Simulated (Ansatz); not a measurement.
# CaO (Lime, Fm-3m): the dielectric response against the k mesh, part 2 of 2

Aim: how dense a k mesh do ε∞ and the zone-centre modes of CaO (Lime, Fm-3m) need?

Ansatz 0.2.0; DFT LDA, scalar-relativistic, plane waves, PAW; PAW set soft_1.

So far. Step 3 (Tight relaxation): The forces vanish by symmetry and the pressure is -0.003 GPa, within the tolerances set. The cell now holds 13.04 Å³/atom. The relaxed cell has a = 4.707 Å (conventional setting).

### Step 4. Response on one mesh, 4×4×4

Phonons follow from the second derivative of the energy, found here by linear response.

The response is solved on 4×4×4 k points.

input.yaml

```yaml
crystal:
  lattice:
    - [0.0, 2.3536805473, 2.3536805473]
    - [2.3536805473, 0.0, 2.3536805473]
    - [2.3536805473, 2.3536805473, 0.0]
  atoms:
    - { symbol: O, position: [0.5, 0.5, 0.5] }
    - { symbol: Ca, position: [0.0, 0.0, 0.0] }
kpoints:
  mp_grid: { grid: [4, 4, 4] }
hamiltonian:
  xc: lda
  pseudopotentials: { kind: paw, azcp: { folder: soft_1 }, xc_functional: pbe }
scf:
  occupations: { method: fixed }
output:
  eigenvalues: true
phonons:
  method: dfpt
  dielectric: true
  rigid_motions: translations
  field_mesh: kpoints
```

The run is started by

```sh
$ ansatz run input.yaml --threads 4 --pin off --max-ram 10240MiB --backend cpu --events-out ev --progress --plain --runs-dir out
```

Numbers of over 12 decimals in the logs are rounded to 6 here.

What it wrote:

```text
[...]
Crystal: 2 atoms, lattice volume = 26.078 Å³
Basis set: ecut = 420 eV, 531 PW (Γ), exchange–correlation on 48×48×48 points (8 copies of the dense FFT grid, shifted against one another)
Bands: 12, of which v1, the nominal top of the filled ones, is band 8 counted from 1 (7 counted from 0)
Symmetry: 48 space group operations
k-points: 13 of 64 (irreducible under 8 space group operations, time reversal used)
[...]
SCF iter   1: F=—  HF=-2332.338531 eV  |F-HF|=—  |Δ(HF+E_count)|=         —  Δρ=1.10e-1  dr2=2.83e0  ethr=3.10e-3  ⟨swp⟩=4.0  Hψ=901  notcnv=0  defer=5
[...]
SCF iter   9: F=-2331.642784 eV  HF=-2331.642784 eV  |F-HF|=9.09e-13  |Δ(HF+E_count)|=  2.32e-11  Δρ=5.49e-8  dr2=7.88e-13  ethr=1.00e-12  ⟨swp⟩=6.8  Hψ=893  notcnv=0
SCF 1 converged in 9 iterations: F = -2331.642784 eV  dr2 = 7.88e-13
[...]
NSCF: frozen V_eff on 1 k-points
DFPT response loops at Γ: preconditioner auto → none (the input reference at scf.mixing.eps_inf says where Resta's filter doesn't serve); β = 0.50; Broyden in place of MSR1
WARN: field response: the 4×4×4 k-mesh looks too coarse for the field response at k = (0.0000, 0.0000, 0.0000), direct gap 5.085 eV: take ε∞, Z* and everything formed from them as unconverged in the mesh. The response there varies over an interband length of 1.12 Å as this mesh's differences read it, which a coarse mesh reads short; the mesh's real-space period, 13.3 Å, is under 14 times that, 15.7 Å: field_mesh: auto, beside no phonons.dynamical_quadrupoles, solves it inside a basis that this mesh spans and, under method: fd, where it gets none, on a denser mesh; else type a denser kpoints.mp_grid, and compare
SCF converged after 9 iterations
Free energy (F): -2331.642784 eV
[...]
Internal energy: -2331.642784 eV  (E = F + TS)
E sigma→0 (E₀):  -2331.642784 eV
Fermi energy:    8.016467 eV
[...]
--- Band table (eV; the first three rows and the last of 13) ---
  k-point 0: bands = [... 4 lower, -7.3118, 8.0165, 8.0165, 8.0165, 13.1010, 14.2764, 14.2764, 14.2764]
  k-point 1: bands = [... 4 lower, -6.4317, 6.3686, 7.2678, 7.2678, 14.3291, 15.2820, 15.3333, 15.3333]
  k-point 2: bands = [... 4 lower, -5.7920, 5.1632, 6.6647, 6.6647, 15.2644, 16.6563, 16.6563, 16.8009]
  k-point 12: bands = [... 4 lower, -6.5336, 6.6051, 6.9444, 6.9444, 14.3966, 14.3966, 16.8287, 17.9760]
--- Phonons (Γ-DFPT): 2 representative perturbations + reference, on 13 of 64 k-points (Σ response iterations 7) ---
  k mesh reduced under 8 symmetry operations, with k and −k counted as one. Each operation leaves every solved perturbation unchanged. A smaller set is not considered because the run solves the response to a homogeneous field
  ASR residual: 2.839e-5 → 0.000e0 eV/Å²; symmetrization residual: 8.181e-7 eV/Å²
  ASR residual per site (eV/Å²): 2.84e-5 2.69e-6
  Γ frequencies (cm⁻¹): 0.00 0.00 0.00 284.61 284.61 284.61
  ε∞ (high-frequency dielectric tensor):
        3.808852    -0.000000     0.000000
       -0.000000     3.808852    -0.000000
       -0.000000     0.000000     3.808852
  ε⁰ (static dielectric tensor: ions relaxed, cell fixed):
       15.378930    -0.000000    -0.000000
       -0.000000    15.378930     0.000000
       -0.000000     0.000000    15.378930
  ε⁰ − ε∞ (ionic part):
       11.570077    -0.000000    -0.000000
       -0.000000    11.570077     0.000000
       -0.000000     0.000000    11.570077
  softest optical mode at Γ: 284.61 cm⁻¹; the repairs (sum rule, projections) moved no ω² at Γ by more than (0.75 cm⁻¹)²
  Born effective charges Z* (e; rows j = field, columns β = displacement):
    site 0:
        -2.38314   -0.00000    0.00000
         0.00000   -2.38314   -0.00000
         0.00000    0.00000   -2.38314
    site 1:
         2.38314    0.00000   -0.00000
        -0.00000    2.38314    0.00000
         0.00000   -0.00000    2.38314
  Z* charge neutrality: 1.400e-5 e pre-enforcement
  k-mesh period / interband length: 13.3 Å / 1.12 Å = 11.87 at k = (0.0000, 0.0000, 0.0000), direct gap 5.085 eV — UNDER 14: by this measure the k-mesh is too coarse for the response
  optical modes at Γ without the LO–TO term, one row a degenerate level:
      ω (cm⁻¹)  modes    IR ((D/Å)²/amu)
        284.61      3            34.3771
  optical modes at Γ + LO–TO along q̂ = [1.0000, 0.0000, 0.0000]:
      ω (cm⁻¹)  modes    IR ((D/Å)²/amu)
        284.61      2            22.9180
        571.89      1            11.4590
  optical modes at Γ + LO–TO along q̂ = [0.0000, 1.0000, 0.0000]:
      ω (cm⁻¹)  modes    IR ((D/Å)²/amu)
        284.61      2            22.9180
        571.89      1            11.4590
  optical modes at Γ + LO–TO along q̂ = [0.0000, 0.0000, 1.0000]:
      ω (cm⁻¹)  modes    IR ((D/Å)²/amu)
        284.61      2            22.9180
        571.89      1            11.4590
```

It took 1.1 s on 4 threads of AMD EPYC 7B13 (Zen 3), shared host; peak memory 0.37 GiB.

In the SCF lines HF is the Harris–Foulkes energy and dr2 the Hartree energy of the density residual, in eV; the loop may stop once dr2 is under the threshold and the program's other checks hold. Hψ counts applications of the Hamiltonian.

A gap read on the k-mesh alone can miss the band edges.

This step gave:

```
gap on the k-mesh                                       : 3.439 eV
sum-rule residual before enforcement                    : 2.84e-5 eV/Å²
miss of the charge sum rule                             : 1.40e-5 e
point group                                             : m-3m
highest optical mode at the zone centre (no LO-TO term) : 284.6 cm⁻¹
lowest optical zone-centre mode                         : 284.6 cm⁻¹
mean high-frequency dielectric constant                 : 3.809
largest Born charge (third of the trace)                : -2.383 e
mean static dielectric constant                         : 15.38
top of the zone-centre spectrum with the field          : 571.9 cm⁻¹
```

The optical mode without the LO-TO term lies at 284.6 cm⁻¹.

### Step 5. Response on one mesh, 20×20×20

The response is solved on 20×20×20 k points.

input.yaml, as its differences from that of step 4:

```diff
@@ -9,3 +9,3 @@
 kpoints:
-  mp_grid: { grid: [4, 4, 4] }
+  mp_grid: { grid: [20, 20, 20] }
 hamiltonian:
```

What it wrote:

```text
[...]
Crystal: 2 atoms, lattice volume = 26.078 Å³
Basis set: ecut = 420 eV, 531 PW (Γ), exchange–correlation on 48×48×48 points (8 copies of the dense FFT grid, shifted against one another)
Bands: 12, of which v1, the nominal top of the filled ones, is band 8 counted from 1 (7 counted from 0)
Symmetry: 48 space group operations
k-points: 641 of 8000 (irreducible under 8 space group operations, time reversal used)
[...]
optical modes at Γ + LO–TO along q̂ = [1.0000, 0.0000, 0.0000]:
      ω (cm⁻¹)  modes    IR ((D/Å)²/amu)
[...]
optical modes at Γ + LO–TO along q̂ = [0.0000, 1.0000, 0.0000]:
      ω (cm⁻¹)  modes    IR ((D/Å)²/amu)
        290.68      2            22.7603
        569.47      1            11.3802
  optical modes at Γ + LO–TO along q̂ = [0.0000, 0.0000, 1.0000]:
      ω (cm⁻¹)  modes    IR ((D/Å)²/amu)
        290.68      2            22.7603
        569.47      1            11.3802
[key lines of the parts left out:]
SCF converged after 9 iterations
Free energy (F): -2331.647985 eV
Fermi energy:    8.007760 eV
```

It took 20 s on 4 threads; peak memory 0.99 GiB.

Numbers from this step:

```
gap on the k-mesh                                       : 3.449 eV
sum-rule residual before enforcement                    : 8.33e-5 eV/Å²
miss of the charge sum rule                             : 1.28e-5 e
highest optical mode at the zone centre (no LO-TO term) : 290.7 cm⁻¹
lowest optical zone-centre mode                         : 290.7 cm⁻¹
mean high-frequency dielectric constant                 : 3.882
largest Born charge (third of the trace)                : -2.375 e
mean static dielectric constant                         : 14.90
top of the zone-centre spectrum with the field          : 569.5 cm⁻¹
```

The optical mode without the LO-TO term lies at 290.7 cm⁻¹.

### Step 6. The series together

The members are set side by side, also those not shown above.

One cell throughout; the field response is solved on the k mesh of the run itself. The response against the k mesh:

| k divisions along a1 | ε∞ | ε0 | largest Born charge in size, a third of the trace (e) | top mode with the field, highest of q along x, y and z (cm⁻¹) | mode 4 T1u (cm⁻¹) |
| --- | --- | --- | --- | --- | --- |
| 4 | 3.809 | 15.38 | 2.383 | 571.9 | 284.6 |
| 6 | 3.871 | 14.91 | 2.375 | 569.9 | 290.4 |
| 8 | 3.88 | 14.9 | 2.375 | 569.5 | 290.7 |
| 10 | 3.881 | 14.9 | 2.375 | 569.5 | 290.7 |
| 12 | 3.881 | 14.9 | 2.375 | 569.5 | 290.7 |
| 14 | 3.881 | 14.9 | 2.375 | 569.5 | 290.7 |
| 16 | 3.881 | 14.9 | 2.375 | 569.5 | 290.7 |
| 20 | 3.881 | 14.9 | 2.375 | 569.5 | 290.7 |

### Step 7. Summary of results

| Property | Result |
| --- | --- |
| members | 8 |
| optical mode (no LO-TO term), 4 k divisions | 284.6 cm⁻¹ |
| optical mode (no LO-TO term), 20 k divisions | 290.7 cm⁻¹ |

What this shows: ε∞ goes from 3.81 at 4 divisions to 3.88 at 20; from 6 divisions on it stays within 1 % of the last value. The highest mode without the field stays within 1 cm⁻¹ of its last value from 6 divisions on. The top mode with the field moves by -2.4 cm⁻¹ over the series. These are harmonic frequencies at zero temperature: anharmonic shifts, linewidths and thermal expansion are left out. The PAW files were made for PBE; the program adapts parts of them to the functional of the run, but their partial waves stay those of PBE, an approximation that was not tested in this session. Only the zone centre was solved, so an instability at another wavevector cannot show here.

[Logs are printed without paths, hosts, clocks, repeated set-up lines and the standing remarks that a program may print on its own settings, such as how far it seeks lower states.]

[Hosts, paths, dates, database ids (printed as entryN), source tags and the programs' standing remarks are cut or masked in the printed files.]
